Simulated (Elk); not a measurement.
**Optical response of AgCl (Chlorargyrite)**

Wanted: where AgCl (Chlorargyrite) starts to absorb, how strongly, and its refractive index. The cell comes from an older database entry, whose edges can differ from later determinations, mostly by under a per cent.

Method: DFT, PBE, all-electron APW+lo, Dirac cores, scalar-relativistic bands, independent-particle optical response without local fields, in Elk 11.2.3 (patched build).

The database entry behind the starting cell differs from other determinations of this structure, so it need not match the best structure at room temperature.

## 1. The structure

The structure is cubic, space group Fm-3m (No. 225). The conventional cell has a = 5.470 Å, b = 5.470 Å, c = 5.470 Å, α = 90.00°, β = 90.00°, γ = 90.00°. Nearest to Ag lie 6 Cl at 2.73 Å. Nearest to Cl lie 6 Ag at 2.73 Å. Farther neighbours, and contacts between anions beyond the nearest, are not listed.

## 2. Ground state

The self-consistent density comes first; it also tells whether there is a gap, which decides the occupations and the need for a Drude term.

This step: DFT, PBE, all-electron APW+lo, Dirac cores, scalar-relativistic bands, ground state (Elk 11.2.3 (patched build)).

Input file elk.in:

```
tasks
  0
  120

xctype
  20

nempty
  8

lorbcnd
  .true.

rgkmax
  7.0

swidth
  0.0018375

maxscl
  100

epsengy
  1e-05

sppath
  './'

avec
  0.000000000000 5.168400950851 5.168400950851
  5.168400950851 0.000000000000 5.168400950851
  5.168400950851 5.168400950851 0.000000000000

atoms
  2
  'Ag.in'
  1
  0.000000000000 0.000000000000 0.000000000000   0.000 0.000 0.000
  'Cl.in'
  1
  0.500000000000 0.500000000000 0.500000000000   0.000 0.000 0.000

ngridk
  8 8 8

vkloff
  0.2500 0.5000 0.6250
```

Launch:

```sh
> OMP_NUM_THREADS=2 elk
```

The program printed:

```text
┌─────────────────────────┐
│ Elk code version 11.2.3 │
└─────────────────────────┘

All units are atomic (Hartree, Bohr, etc.)

┌─────────────────────────────────────────────────┐
│ Ground-state run starting from atomic densities │
└─────────────────────────────────────────────────┘

Lattice vectors :
   0.000000000       5.168400951       5.168400951
   5.168400951       0.000000000       5.168400951
   5.168400951       5.168400951       0.000000000

Reciprocal lattice vectors :
 -0.6078461566      0.6078461566      0.6078461566
  0.6078461566     -0.6078461566      0.6078461566
  0.6078461566      0.6078461566     -0.6078461566

Unit cell volume      :    276.1204604
Brillouin zone volume :   0.8983405761

Muffin-tin inner radius fraction :   0.1000000000E-01

Nuclei treated as point charges

Species : 1 (Ag)
 parameters loaded from : Ag.in
 name : silver
 nuclear charge    :   -47.00000000
 electronic charge :    47.00000000
 atomic mass :    196631.6998
 muffin-tin radius :    2.600000000
 number of radial points in muffin-tin :   1193
 inner part over the whole radius :   0.9869554211E-02
 number on inner part of muffin-tin    :    849
 approximate nuclear radius :   0.8648227117E-04
 number of mesh points to nuclear radius :    425
 atomic positions (lattice), magnetic fields (Cartesian) :
  1 :   0.00000000  0.00000000  0.00000000    0.00000000  0.00000000  0.00000000

Species : 2 (Cl)
 parameters loaded from : Cl.in
 name : chlorine
 nuclear charge    :   -17.00000000
 electronic charge :    17.00000000
 atomic mass :    64626.86550
 muffin-tin radius :    2.200000000
 number of radial points in muffin-tin :    793
 inner part over the whole radius :   0.9992010025E-02
 number on inner part of muffin-tin    :    555
 approximate nuclear radius :   0.6305718926E-04
 number of mesh points to nuclear radius :    253
 atomic positions (lattice), magnetic fields (Cartesian) :
  1 :   0.50000000  0.50000000  0.50000000    0.00000000  0.00000000  0.00000000

Total number of atoms per unit cell :    2
Total muffin-tin volume :    118.2244147
 ratio of muffin-tin to unit cell volume :   0.4281624570

Spin treatment :
 spin-unpolarised

Number of Bravais lattice symmetries :   48
Number of crystal symmetries         :   48
Crystal has inversion symmetry
Real symmetric eigensolver will be used

k-point grid :      8     8     8
k-point offset :   0.2500000000      0.5000000000      0.6250000000
k-point set is reduced with full crystal symmetry group
Total number of k-points :      512

Muffin-tin radius times maximum |G+k| :    7.000000000
 using average radius
Maximum |G+k| for APW functions       :    2.916666667
Maximum (1/2)|G+k|²                   :    4.253472222
Maximum |G| for potential and density :    12.00000000
Constant for pseudocharge density :    8
 order of it for each species :   15  15
 order of it for pair densities of each species (exact exchange by exxq0 0: 15) :   11   7
Radial integration step length :    1

G-vector grid sizes :     28    28    28
Number of G-vectors :     7991

Maximum angular momentum used for
 APW functions            :    8
 outer part of muffin-tin :    6
 inner part of muffin-tin :    2

Total nuclear charge    :   -64.00000000
Total core charge       :    38.00000000
Total valence charge    :    26.00000000
Total excess charge     :    0.000000000
Total electronic charge :    64.00000000

Effective Wigner radius, rₛ :    1.009896038

Number of empty states         :     16
Total number of valence states :     30
Total number of core states    :     38

Conduction state local-orbitals added automatically
Third-order local-orbitals added for an l without core states : F
Total number of local-orbitals :    121

Exchange-correlation functional :     20     0     0
 Perdew-Burke-Ernzerhof, Phys. Rev. Lett. 77, 3865 (1996)
 gradient requirement :    1
 generalised gradient approximation (GGA)

Smearing type :    3
 Fermi-Dirac
Smearing width :   0.1837500000E-02
Effective electronic temperature (K) :    580.2366081

Mixing type :    3
 Broyden mixing, J. Phys. A: Math. Gen. 17, L317 (1984)

Kohn-Sham potential initialised from atomic data

┌──────────────────────────────┐
│ Self-consistent loop started │
└──────────────────────────────┘

┌─────────────────┐
│ Loop number : 1 │
└─────────────────┘

Energies :
 Fermi                       :     0.246376E-01
 sum of occupied eigenvalues :     -3453.1674443693
 electron kinetic            :      6026.3534515546
 core electron kinetic       :      5812.1135580370
 Coulomb                     :     -11627.912830372
 Coulomb potential           :     -9244.1306276373
 nuclear-nuclear             :     -638.22344422821
 electron-nuclear            :     -12750.603860858
 Hartree                     :      1760.9144747143
 Madelung                    :     -7005.8475165530
 xc potential                :     -235.39026828659
 exchange                    :     -174.47215352364
 correlation                 :     -3.182771
 electron entropic           :    -0.147541E-06
 total energy                :     -5779.2143030666

Density of states at Fermi energy :   0.4213143519E-02
 (states/Hartree/unit cell)

Estimated indirect band gap :   0.3150278162E-01
 from k-point 293 to k-point 1
Estimated direct band gap   :   0.1012818770
 at k-point 1

Charges :
 core                        :    38.00000000
 valence                     :    26.00000000
 interstitial                :    2.585185815
 muffin-tins (core leakage)
  species : 1 (Ag)
   atom 1                    :    45.68119233     ( -0.3322480850E-06)
  species : 2 (Cl)
   atom 1                    :    15.73362185     (  0.1484438555E-04)
 total in muffin-tins        :    61.41481418
 total calculated charge     :    63.99983413
 total charge                :    64.00000000
 error                       :   0.1658714198E-03

┌─────────────────┐
│ Loop number : 2 │
└─────────────────┘

Energies :
 Fermi                       :     0.255397E-01
 sum of occupied eigenvalues :     -3453.1292430962
 electron kinetic            :      6026.0577563476
 core electron kinetic       :      5811.8825594489
 Coulomb                     :     -11627.948686091
 Coulomb potential           :     -9244.0726868765
 nuclear-nuclear             :     -638.22344422821
 electron-nuclear            :     -12750.732826946
 Hartree                     :      1761.0075850835
 Madelung                    :     -7005.9123426524
 xc potential                :     -235.11431256731
 exchange                    :     -174.47478333716
 correlation                 :     -3.182825
 electron entropic           :    -0.135542E-06
 total energy                :     -5779.5485384411

Density of states at Fermi energy :   0.3836656720E-02
 (states/Hartree/unit cell)

Estimated indirect band gap :   0.3183780885E-01
 from k-point 293 to k-point 1
Estimated direct band gap   :   0.1017462139
 at k-point 1

Charges :
 core                        :    38.00000000
 valence                     :    26.00000000
 interstitial                :    2.584554575
 muffin-tins (core leakage)
  species : 1 (Ag)
   atom 1                    :    45.68410302     ( -0.3322487494E-06)
  species : 2 (Cl)
   atom 1                    :    15.73134240     (  0.1485036198E-04)
 total in muffin-tins        :    61.41544543
 total calculated charge     :    63.99983423
 total charge                :    64.00000000
 error                       :   0.1657667421E-03

RMS change in Kohn-Sham potential (target) :   0.3071104125     (  0.1000000000E-05)
Absolute change in total energy (target)   :   0.3342353745     (  0.1000000000E-04)

[... 13 loops left out ...]

┌──────────────────┐
│ Loop number : 16 │
└──────────────────┘

Energies :
 Fermi                       :     0.142055
 sum of occupied eigenvalues :     -3446.0188004834
 electron kinetic            :      6027.2450633453
 core electron kinetic       :      5811.6358363193
 Coulomb                     :     -11628.352164107
 Coulomb potential           :     -9241.7335639810
 nuclear-nuclear             :     -638.22344422821
 electron-nuclear            :     -12753.821567910
 Hartree                     :      1763.6928480313
 Madelung                    :     -7007.4853821166
 xc potential                :     -231.53029984773
 exchange                    :     -174.53859102952
 correlation                 :     -3.184283
 electron entropic           :    -0.782077E-08
 total energy                :     -5778.8299744540

Density of states at Fermi energy :   0.1716593020E-03
 (states/Hartree/unit cell)

Estimated indirect band gap :   0.4291588438E-01
 from k-point 293 to k-point 1
Estimated direct band gap   :   0.1147944521
 at k-point 512

Charges :
 core                        :    38.00000000
 valence                     :    26.00000000
 interstitial                :    2.546298921
 muffin-tins (core leakage)
  species : 1 (Ag)
   atom 1                    :    45.80652242     ( -0.3322555564E-06)
  species : 2 (Cl)
   atom 1                    :    15.64717866     (  0.1502861461E-04)
 total in muffin-tins        :    61.45370108
 total calculated charge     :    63.99983491
 total charge                :    64.00000000
 error                       :   0.1650852006E-03

RMS change in Kohn-Sham potential (target) :   0.1162193527E-07 (  0.1000000000E-05)
Absolute change in total energy (target)   :   0.4930482646E-05 (  0.1000000000E-04)

Convergence targets achieved

┌──────────────────┐
│ Loop number : 17 │
└──────────────────┘

Energies :
 Fermi                       :     0.142055
 sum of occupied eigenvalues :     -3446.0188007895
 electron kinetic            :      6027.2450629989
 core electron kinetic       :      5811.6358358865
 Coulomb                     :     -11628.352164076
 Coulomb potential           :     -9241.7335639445
 nuclear-nuclear             :     -638.22344422821
 electron-nuclear            :     -12753.821567851
 Hartree                     :      1763.6928480030
 Madelung                    :     -7007.4853821039
 xc potential                :     -231.53029984393
 exchange                    :     -174.53859102585
 correlation                 :     -3.184283
 electron entropic           :    -0.782078E-08
 total energy                :     -5778.8299747664

Density of states at Fermi energy :   0.1716596002E-03
 (states/Hartree/unit cell)

Estimated indirect band gap :   0.4291587799E-01
 from k-point 293 to k-point 1
Estimated direct band gap   :   0.1147944453
 at k-point 512

Charges :
 core                        :    38.00000000
 valence                     :    26.00000000
 interstitial                :    2.546298932
 muffin-tins (core leakage)
  species : 1 (Ag)
   atom 1                    :    45.80652240     ( -0.3322548174E-06)
  species : 2 (Cl)
   atom 1                    :    15.64717867     (  0.1502861255E-04)
 total in muffin-tins        :    61.45370107
 total calculated charge     :    63.99983491
 total charge                :    64.00000000
 error                       :   0.1650852083E-03

┌──────────────────────────────┐
│ Self-consistent loop stopped │
└──────────────────────────────┘

Wrote STATE.OUT
```

Elapsed: 84 s, on 2 threads of Intel Xeon Platinum 8375C at 2.90GHz (Ice Lake), shared host; peak memory 0.16 GiB; 2.7 min of CPU time.

Read from the output:

- total energy: -5779 Ha
- Fermi energy: 3.866 eV
- DOS at the Fermi level: 6.31e-6 states/eV/cell
- gap on the k-mesh: 1.168 eV
- direct gap on the mesh: 3.124 eV

There is a gap, 1.17 eV on this mesh (points off the mesh can give less), so no carriers' term is needed.

## 3. Independent particles

The spectrum is a sum over vertical transitions between filled and empty bands at the fixed density, so many empty bands are needed.

This step: DFT, PBE, all-electron APW+lo, Dirac cores, scalar-relativistic bands, independent-particle optical response without local fields (Elk 11.2.3 (patched build)).

Edit elk.in of step 2 so:

```diff
@@ -1,4 +1,6 @@
 tasks
-  0
-  120
+  121
+
+optcomp
+  1 1
 
@@ -17,9 +19,7 @@
 swidth
-  0.0018375
+  0.0055124
 
-maxscl
-  100
-
-epsengy
-  1e-05
+wplot
+  400 100 0
+  0.0 0.91873
```

Launch:

```sh
> OMP_NUM_THREADS=2 elk
```

The program printed:

```text
┌─────────────────────────────────┐
│ Elk code version 11.2.3 started │
└─────────────────────────────────┘

Info(readinput): the functional depends on the density's gradient
 muffin-tin radial points multiplied by    2.00000
 (not where nrmtscf is given)

┌────────────────────┐
│ Current task : 121 │
└────────────────────┘

Info(dielectric):
 dielectric tensor written to EPSILON_ij.OUT
 optical conductivity written to SIGMA_ij.OUT
 for components
  i = 1, j = 1

┌──────────────────┐
│ Elk code stopped │
└──────────────────┘
```

Wall time 1.2 s (2 threads); peak memory 0.04 GiB; 2.5 s of CPU time.

Read from the output:

| Property | Result |
| --- | --- |
| electronic dielectric constant ε∞, mean of the axes | 5.180 |

The Im ε, E ∥ x has structure finer than the step of the table below, so its rows give means over 1 eV. Peaks (eV: height): 4.7: 7.34, 8.7: 5.23, 10.2: 4.59.

Sum at mesh points, not converged in k; values under the direct gap are tails of Lorentzian lines. Table of Im ε, E ∥ x by photon energy; means over each step:

photon energy (eV), Im ε, E ∥ x and a bar:
```
        1       0.04 
        2       0.13 
        3       1.06 #####
        4       3.90 ##################
        5       6.39 ##############################
        6       4.10 ###################
        7       3.35 ################
        8       4.35 ####################
        9       4.50 #####################
       10       3.97 ###################
       11       2.81 #############
       12       2.73 #############
       13       1.88 #########
       14       1.26 ######
       15       1.01 #####
       16       1.11 #####
       17       0.95 ####
       18       0.84 ####
       19       0.89 ####
       20       0.85 ####
       21       0.67 ###
       22       0.53 ##
       23       0.48 ##
       24       0.40 ##
```

Sum at mesh points, not converged in k. Table of reflectivity at normal incidence, E ∥ x by photon energy; read off at these points:

photon energy (eV), reflectivity at normal incidence, E ∥ x (%) and a bar from the least value:
```
     0.00       15.2 ###########
     0.50       15.3 ###########
     1.00       15.6 ############
     1.50       16.2 ############
     2.00       17.1 #############
     2.50       18.7 ###############
     3.00       21.7 ##################
     3.50       23.5 ####################
     4.00       24.8 #####################
     4.50       29.0 ##########################
     4.69       30.5 ###########################
     5.00       28.2 #########################
     5.50       24.4 #####################
     6.00       20.1 ################
     6.50       20.6 #################
     7.00       16.0 ############
     7.50       16.7 #############
     8.00       22.2 ###################
     8.50       25.3 ######################
     9.00       28.9 #########################
     9.50       21.5 ##################
    10.00       23.8 ####################
    10.38       31.5 ############################
    10.50       30.8 ############################
    11.00       27.7 ########################
    11.50       22.2 ##################
    12.00       24.0 ####################
    12.50       32.2 #############################
    12.62       33.2 ##############################
    13.00       28.8 #########################
    13.50       30.3 ###########################
    14.00       24.2 #####################
    14.50       23.7 ####################
    15.00       15.4 ###########
    15.50       13.2 #########
    15.94       16.2 ############
    16.00       16.1 ############
    16.50       13.8 ##########
    17.00       15.9 ############
    17.50       13.2 #########
    18.00        9.0 #####
    18.50       10.7 ######
    19.00       11.3 #######
    19.50       10.5 ######
    20.00       11.3 #######
    20.50       13.1 #########
    21.00       14.1 ##########
    21.50       11.3 #######
    22.00       11.1 #######
    22.50        9.6 #####
    23.00        6.9 ##
    23.50        8.5 ####
    24.00        6.6 ##
    24.50        4.6
```

The loss function −Im 1/ε at q → 0, E ∥ x has structure finer than the step of the table below, so its rows give means over 1 eV. Peaks (eV: height): 14.8: 1.04, 17.5: 1.31, 22.0: 1.67, 23.7: 1.52.

Sum at mesh points, not converged in k; values under the direct gap are tails of Lorentzian lines. The loss function −Im 1/ε at q → 0, E ∥ x by energy loss; means over each step:

```tsv
energy loss (eV)	loss function −Im 1/ε at q → 0, E ∥ x
1	0.00150
2	0.00371
3	0.0176
4	0.0531
5	0.120
6	0.183
7	0.202
8	0.158
9	0.221
10	0.244
11	0.354
12	0.361
13	0.472
14	0.732
15	0.967
16	0.893
17	1.06
18	1.04
19	1.03
20	1.10
21	1.42
22	1.56
23	1.42
24	1.33
```

Optical constants at common wavelengths, from n + ik = √ε:

```tsv
wavelength (nm)	n	k	R (%)	1/α
1550	2.29	0.007	15.4	18 µm
800	2.35	0.016	16.2	4.0 µm
532	2.48	0.036	18.0	1.2 µm
450	2.61	0.069	19.9	519 nm
405	2.77	0.175	22.2	184 nm
365	2.83	0.414	23.7	70 nm
193	1.86	1.091	20.6	14 nm
```

Below the direct gap, k and the depth come from the tails of the Lorentzian lines, not from transitions.

Rows near the edge hang on the gap, which this functional as a rule makes too small, and phonon-assisted absorption over an indirect gap is left out.

## 4. Outcome

| Item | Value |
| --- | --- |
| electronic dielectric constant ε∞, mean of the axes (independent particles) | 5.18 |

In words: At this level (PBE, independent particles) AgCl has ε∞ = 5.18 and n = 2.29 at 1550 nm. On the mesh the gap is 1.17 eV and the least direct gap 3.12 eV, so on this mesh the band edges lie at different points. Excitons and phonon-assisted transitions are missing, and so are local fields; PBE gaps are as a rule too small, which pulls the onset down and ε∞ up. The sum runs over mesh points 0.25 Å⁻¹ apart with no interpolation, so peaks are partly noise of the mesh and static values carry its error. The mesh is shifted off Γ, so gaps read from it can miss the band edges.

[Long decimals in the printed logs are rounded to 6 places.]

[Machine, clock and banner lines and Python warnings are left out of the logs.]

[Logs are printed without paths, hosts, clocks, repeated set-up lines and the standing remarks that a program may print on its own settings, such as how far it seeks lower states.]

[Hosts, paths, dates, database ids (printed as entryN), source tags and the programs' standing remarks are cut or masked in the printed files.]

[Where Elk ran, warnings of its patched build on accuracy (core leakage, angular cutoffs, spin-orbit splittings, empty states, lower magnetic states) are left out.]

[Where the starting crystal was built by hand or by swapping elements, it need not be the compound's stable phase.]

[The count of steps not shown may lack steps that the program refused or didn't finish.]
